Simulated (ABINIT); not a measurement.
## Quasiparticle gap of PbO (Massicot) in ABINIT

Aim: the G0W0 gap of PbO (Massicot) on LDA, step by step.

Program: ABINIT 10.8.3. Level of theory: LDA and many-body steps on it, plane waves. Results are calculated unless marked as measured.

**What was measured.**

- Gap 2.5 eV: literature experimental band gap; bulk crystal (literature value for beta-PbO) (quoted in “X-ray spectroscopic study of amorphous and polycrystalline PbO films, α-PbO, and β-PbO for direct conversion imaging”, 2017, pmc:5640621).

This is a report of a sequence of runs, with most program output left out.

### Step 1. Starting point

Symmetry: Pbcm, No. 57, orthorhombic system. Conventional cell: a = 5.893 Å, b = 5.490 Å, c = 4.753 Å, α = 90.00°, β = 90.00°, γ = 90.00°. Nearest to Pb lie 4 O at 2.22 to 2.48 Å. Nearest to O lie 4 Pb at 2.22 to 2.48 Å. Farther neighbours and most contacts between anions are not listed.

The cell and positions come from the Crystallography Open Database and are kept as given unless a step says otherwise. Spin-orbit coupling is left out unless a step names it.

### Step 2. Ground state

This step: ABINIT 10.8.3; DFT, LDA, plane waves, norm-conserving pseudopotentials.

The ground-state density comes first.

Input file run.abi:

```
acell 3*1.0 Angstrom
rprim 
  5.893100000000 0.000000000000 0.000000000000
  0.000000000000 5.490400000000 0.000000000000
  0.000000000000 0.000000000000 4.752800000000
ntypat 2
znucl 82 8
natom 8
typat 1 1 1 1 2 2 2 2
xred 
  0.229700000000 0.988400000000 0.250000000000
  0.770300000000 0.011600000000 0.750000000000
  0.229700000000 0.511600000000 0.750000000000
  0.770300000000 0.488400000000 0.250000000000
  0.865300000000 0.091700000000 0.250000000000
  0.134700000000 0.908300000000 0.750000000000
  0.865300000000 0.408300000000 0.750000000000
  0.134700000000 0.591700000000 0.250000000000
pp_dirpath "pseudos"
pseudos "Pb.upf, O.upf"
ecut 42
ngkpt 4 4 4
nshiftk 1
shiftk 0 0 0
kptopt 1
chksymbreak 0
nband 64
occopt 1
tolvrs 1e-08
nstep 60
prtwf 0
optforces 0
optstress 0
indata_prefix "in"
outdata_prefix "out"
tmpdata_prefix "tmp"
```

Run with:

```sh
$ OMP_NUM_THREADS=1 mpirun -n 16 abinit run.abi > log
```

Elapsed: 1.7 min, on 16 MPI ranks of Arm Neoverse V2, shared host; peak memory 2.2 GiB.

This step gave:

* total energy: -24625.0085 eV
* gap: 2.361 eV
* k of the valence top: 0.5, 0, 0
* k of the conduction bottom: 0.5, 0.5, 0.25
* least direct gap: 2.627 eV

The gap is indirect, with the least direct gap 0.27 eV higher.

### Step 3. Bands along the symmetry lines

Levels along a band path, at the cheap level, show where the edges lie and whether the meshes to come will hold them.

Changes to run.abi since step 2:

```diff
@@ -21,14 +21,54 @@
 ecut 42
-ngkpt 4 4 4
-nshiftk 1
-shiftk 0 0 0
-kptopt 1
-chksymbreak 0
-nband 64
-occopt 1
-tolvrs 1e-08
-nstep 60
+iscf -2
+irdden 1
+kptopt 0
+nkpt 40
+kpt 
+  0.00000000 0.00000000 0.00000000
+  0.16666667 0.00000000 0.00000000
+  0.33333333 0.00000000 0.00000000
+  0.50000000 0.00000000 0.00000000
+  0.50000000 0.16666667 0.00000000
+  0.50000000 0.33333333 0.00000000
+  0.50000000 0.50000000 0.00000000
+  0.33333333 0.50000000 0.00000000
+  0.16666667 0.50000000 0.00000000
+  0.00000000 0.50000000 0.00000000
+  0.00000000 0.33333333 0.00000000
+  0.00000000 0.16666667 0.00000000
+  0.00000000 0.00000000 0.00000000
+  0.00000000 0.00000000 0.16666667
+  0.00000000 0.00000000 0.33333333
+  0.00000000 0.00000000 0.50000000
+  0.16666667 0.00000000 0.50000000
+  0.33333333 0.00000000 0.50000000
+  0.50000000 0.00000000 0.50000000
+  0.50000000 0.16666667 0.50000000
+  0.50000000 0.33333333 0.50000000
+  0.50000000 0.50000000 0.50000000
+  0.33333333 0.50000000 0.50000000
+  0.16666667 0.50000000 0.50000000
+  0.00000000 0.50000000 0.50000000
+  0.00000000 0.33333333 0.50000000
+  0.00000000 0.16666667 0.50000000
+  0.00000000 0.00000000 0.50000000
+  0.50000000 0.00000000 0.00000000
+  0.50000000 0.00000000 0.16666667
+  0.50000000 0.00000000 0.33333333
+  0.50000000 0.00000000 0.50000000
+  0.00000000 0.50000000 0.00000000
+  0.00000000 0.50000000 0.16666667
+  0.00000000 0.50000000 0.33333333
+  0.00000000 0.50000000 0.50000000
+  0.50000000 0.50000000 0.00000000
+  0.50000000 0.50000000 0.16666667
+  0.50000000 0.50000000 0.33333333
+  0.50000000 0.50000000 0.50000000
+istwfk *1
+nband 63
+nbdbuf 2
+tolwfr 1e-08
+nstep 40
 prtwf 0
-optforces 0
-optstress 0
+prtvol 0
 indata_prefix "in"
```

It took 66 s on 16 MPI ranks; peak memory 1.9 GiB.

Numbers from this step:

```
gap                        : 2.081 eV
k of the valence top       : 0.5, 0, 0
k of the conduction bottom : 0.5, 0.5, 0.3333
least direct gap           : 2.363 eV
```

The gap is 2.081 eV, −0.280 eV from the run before at this level.

The electronic bands at the labelled points (eV, zero at the top of the highest filled band):

```csv
point,band 53,band 54,band 55,band 56,band 57,band 58,band 59,band 60
Γ,-1.26,-1.24,-0.36,-0.01,3.35,3.87,4.53,5.29
X,-1.31,-0.63,-0.48,0.00,2.75,3.17,3.64,4.88
S,-0.64,-0.64,-0.48,-0.48,3.08,3.08,4.10,4.10
Y,-0.96,-0.96,-0.19,-0.19,4.06,4.06,4.90,4.90
Γ,-1.26,-1.24,-0.36,-0.01,3.35,3.87,4.53,5.29
Z,-0.83,-0.83,-0.26,-0.26,4.12,4.12,4.82,4.82
U,-0.50,-0.50,-0.38,-0.38,3.13,3.13,3.66,3.66
R,-0.54,-0.54,-0.54,-0.54,2.48,2.48,2.48,2.48
T,-0.77,-0.77,-0.77,-0.77,3.38,3.38,3.38,3.38
Z,-0.83,-0.83,-0.26,-0.26,4.12,4.12,4.82,4.82
jump to X,-1.31,-0.63,-0.48,0.00,2.75,3.17,3.64,4.88
U,-0.50,-0.50,-0.38,-0.38,3.13,3.13,3.66,3.66
jump to Y,-0.96,-0.96,-0.19,-0.19,4.06,4.06,4.90,4.90
T,-0.77,-0.77,-0.77,-0.77,3.38,3.38,3.38,3.38
jump to S,-0.64,-0.64,-0.48,-0.48,3.08,3.08,4.10,4.10
R,-0.54,-0.54,-0.54,-0.54,2.48,2.48,2.48,2.48
```

### Step 4. Empty states on the mesh, 2×2×2 mesh, 171 bands

The sums over transitions need many empty states on a uniform mesh; this step solves for them.

Input file run.abi:

```
acell 3*1.0 Angstrom
rprim 
  5.893100000000 0.000000000000 0.000000000000
  0.000000000000 5.490400000000 0.000000000000
  0.000000000000 0.000000000000 4.752800000000
ntypat 2
znucl 82 8
natom 8
typat 1 1 1 1 2 2 2 2
xred 
  0.229700000000 0.988400000000 0.250000000000
  0.770300000000 0.011600000000 0.750000000000
  0.229700000000 0.511600000000 0.750000000000
  0.770300000000 0.488400000000 0.250000000000
  0.865300000000 0.091700000000 0.250000000000
  0.134700000000 0.908300000000 0.750000000000
  0.865300000000 0.408300000000 0.750000000000
  0.134700000000 0.591700000000 0.250000000000
pp_dirpath "pseudos"
pseudos "Pb.upf, O.upf"
ecut 42
ngkpt 2 2 2
nshiftk 1
shiftk 0 0 0
kptopt 1
chksymbreak 0
iscf -2
irdden 1
istwfk *1
nband 171
nbdbuf 14
tolwfr 1e-09
nstep 60
prtvol 0
indata_prefix "in"
outdata_prefix "out"
tmpdata_prefix "tmp"
```

Run with:

```sh
$ OMP_NUM_THREADS=2 mpirun -n 8 abinit run.abi > log
```

Run time: 62 s. Hardware: 8 MPI ranks; peak memory 0.94 GiB.

This step gave:

- gap: 2.475 eV
- k of the valence top: 0.5, 0, 0
- k of the conduction bottom: 0.5, 0.5, 0.5
- least direct gap: 2.745 eV
- k points computed: 8
- lowest point of the top converged band, above the valence top: 37.61 eV

On this mesh the gap is 2.475 eV. The earlier step found 2.361 eV, so this mesh misses an edge.

### Step 5. Screening, 2×2×2 mesh, 157 bands, screening to 106.1 eV

The RPA dielectric matrix is built and inverted for each q.

This step: RPA screening on LDA, plane waves, norm-conserving pseudopotentials.

Changes to run.abi since step 4:

```diff
@@ -26,10 +26,11 @@
 chksymbreak 0
-iscf -2
-irdden 1
 istwfk *1
-nband 171
-nbdbuf 14
-tolwfr 1e-09
-nstep 60
-prtvol 0
+occopt 1
+irdwfk 1
+optdriver 3
+nband 157
+ecuteps 3.9
+inclvkb 2
+awtr 1
+symchi 1
 indata_prefix "in"
```

Run with:

```sh
$ OMP_NUM_THREADS=1 mpirun -n 16 abinit run.abi > log
```

It took 70 s on 16 MPI ranks; peak memory 12 GiB; 19 min of CPU time.

Numbers from this step:

| Quantity | Value |
| --- | --- |
| ε∞ with local fields, on this mesh, along the program's q direction | 6.213 |
| the same without local fields | 6.970 |
| plasma frequency | 31.69 eV |
| plane waves in the screening matrix | 375 |

Local fields lower ε∞ by 11 %. On a Γ-centred mesh this coarse the value itself is usually too large, while a short band sum pulls it down.

### Step 6. Self-energy, 2×2×2 mesh, 157 bands, screening to 106.1 eV

The self-energy is evaluated for the states that the input lists, and the levels follow from it, in one-shot runs by the linearised quasiparticle equation.

This step: G0W0 on LDA, plane waves, norm-conserving pseudopotentials.

Changes to run.abi since step 5:

```diff
@@ -29,8 +29,19 @@
 irdwfk 1
-optdriver 3
+optdriver 4
 nband 157
+gwcalctyp 0
+ecutsigx 42
+symsigma 1
+nkptgw 3
+kptgw 
+  0.5000000000 0.0000000000 0.0000000000
+  0.5000000000 0.5000000000 0.5000000000
+  0.0000000000 0.0000000000 0.0000000000
+bdgw 
+  55 58
+  53 60
+  55 58
 ecuteps 3.9
-inclvkb 2
-awtr 1
-symchi 1
+irdscr 1
+ppmodel 1
 indata_prefix "in"
```

Run time: 13 s. Hardware: 16 MPI ranks; peak memory 5.4 GiB.

Numbers from this step:

```
G0W0 gap on the points computed              : 3.291 eV
starting gap on the mesh                     : 2.475 eV
k of the valence top                         : 0, 0, 0
k of the conduction bottom                   : 0.5, 0.5, 0.5
Z at the valence top                         : 0.784
Z at the conduction bottom                   : 0.824
least direct G0W0 gap on the computed points : 3.632 eV
```

The gap on the mesh goes from 2.48 eV to 3.29 eV, a correction of +0.82 eV. The start differs from the 2.36 eV found before because the two sample other k points.

Limits: finite bands, cutoff and mesh; no spin-orbit coupling; coarse k mesh. v1 is the top filled band, c1 the lowest empty one. Levels before and after the correction, in eV, zero at the valence-band top of each column:

```
           conduction bottom  valence top
Kohn-Sham               2.48         0.00
     G0W0               3.29         0.00
```

|  | level | energy (eV) |
| --- | --- | --- |
| Kohn-Sham | (0.5 0.5 0.5) v4-v1 | -0.535 |
| Kohn-Sham | (0.5 0.5 0.5) c1-c4 | 2.475 |
| Kohn-Sham | Γ v2 | -0.365 |
| Kohn-Sham | Γ v1 | -0.011 |
| Kohn-Sham | Γ c1 | 3.346 |
| Kohn-Sham | Γ c2 | 3.873 |
| G0W0 | (0.5 0.5 0.5) v4-v1 | -0.642 |
| G0W0 | (0.5 0.5 0.5) c1-c4 | 3.291 |
| G0W0 | Γ v2 | -0.460 |
| G0W0 | Γ v1 | 0.000 |
| G0W0 | Γ c1 | 4.127 |
| G0W0 | Γ c2 | 4.834 |

### Step 7. Where the time went

Times are wall times on the hardware named with each run, good to a factor of about two.

| step | time | share | memory (GiB) |
| --- | --- | --- | --- |
| ground state | 1.7 min | 32 % | 2.2 |
| bands along the symmetry lines | 66 s | 21 % | 1.9 |
| empty states on the mesh | 62 s | 20 % | 0.94 |
| screening | 70 s | 23 % | 12 |
| self-energy | 13 s | 4 % | 5.4 |

### Step 8. Summary of results

```json
{"LDA gap": "2.08 eV, indirect", "G0W0 gap on the mesh": "3.29 eV", "G0W0 gap over the zone (rigid shift)": "2.90 eV", "GW settings": "2×2×2 mesh, 157 bands, screening to 106.1 eV, Godby-Needs plasmon pole", "known limits": "not at the basis limit; no spin-orbit coupling; coarse k mesh"}
```

G0W0 moves the gap on the mesh from 2.48 eV to 3.29 eV (+0.82 eV), with Z of 0.78 and 0.82 at the edges. The mesh misses the band edges by 0.39 eV in all; a rigid shift gives 2.90 eV for the zone. Local fields lower the RPA ε∞ on this mesh from 6.97 to 6.21; a Γ-centred mesh this coarse tends to raise both, most where the direct gap is narrow, while a short band sum lowers them. Only 3 of the mesh's irreducible points were corrected, so a valley elsewhere could overtake. Against experiment, by G0W0@LDA: the gap of 2.90 eV lies +0.40 eV from the measured 2.5 eV (kind not stated, quoted 2017). The calculation has static nuclei and no excitons; a measured gap holds zero-point and thermal motion, which mostly lowers it. With atoms this heavy the missing spin-orbit coupling can matter too. Bands and cutoff are finite, so the gap is not at the basis limit. The miss can reach some tenths of an eV and take either sign; the mesh is an error of its own. In the G0W0 run levels were corrected at 3 k points alone, so a gap called «on the mesh» is the least over those, and an edge elsewhere would be missed. A denser mesh or path gives a starting gap of 2.08 eV: the GW mesh misses a band edge, so its gaps are not the fundamental one. The 2×2×2 mesh is coarse for this cell, which bears on the long-range parts of exchange and screening. Where an edge is built on 6p states of lead, bismuth or thallium, scalar-relativistic gaps usually stand too wide, by a few tenths to over one eV.

[Paths, hosts, dates, memory and timing lines, banners, echoed tables and standing remarks are left out of the program output.]

[Logs are printed without paths, hosts, clocks, repeated set-up lines and the standing remarks that a program may print on its own settings, such as how far it seeks lower states.]

[Runs of the session that timed out or met a known fault of the program may be left out.]

[Hosts, paths, dates, database ids (printed as entryN), source tags and the programs' standing remarks are cut or masked in the printed files.]

[G0W0 gaps are taken among the corrected bands and points alone; a level outside them can change the order at an edge.]

[Where Ansatz stands beside ABINIT at settings called matched, ABINIT's density can come from a denser mesh and the files from another edition; pairs whose starting gaps differed by over 0.03 eV were left out, so agreement reads better than it is.]
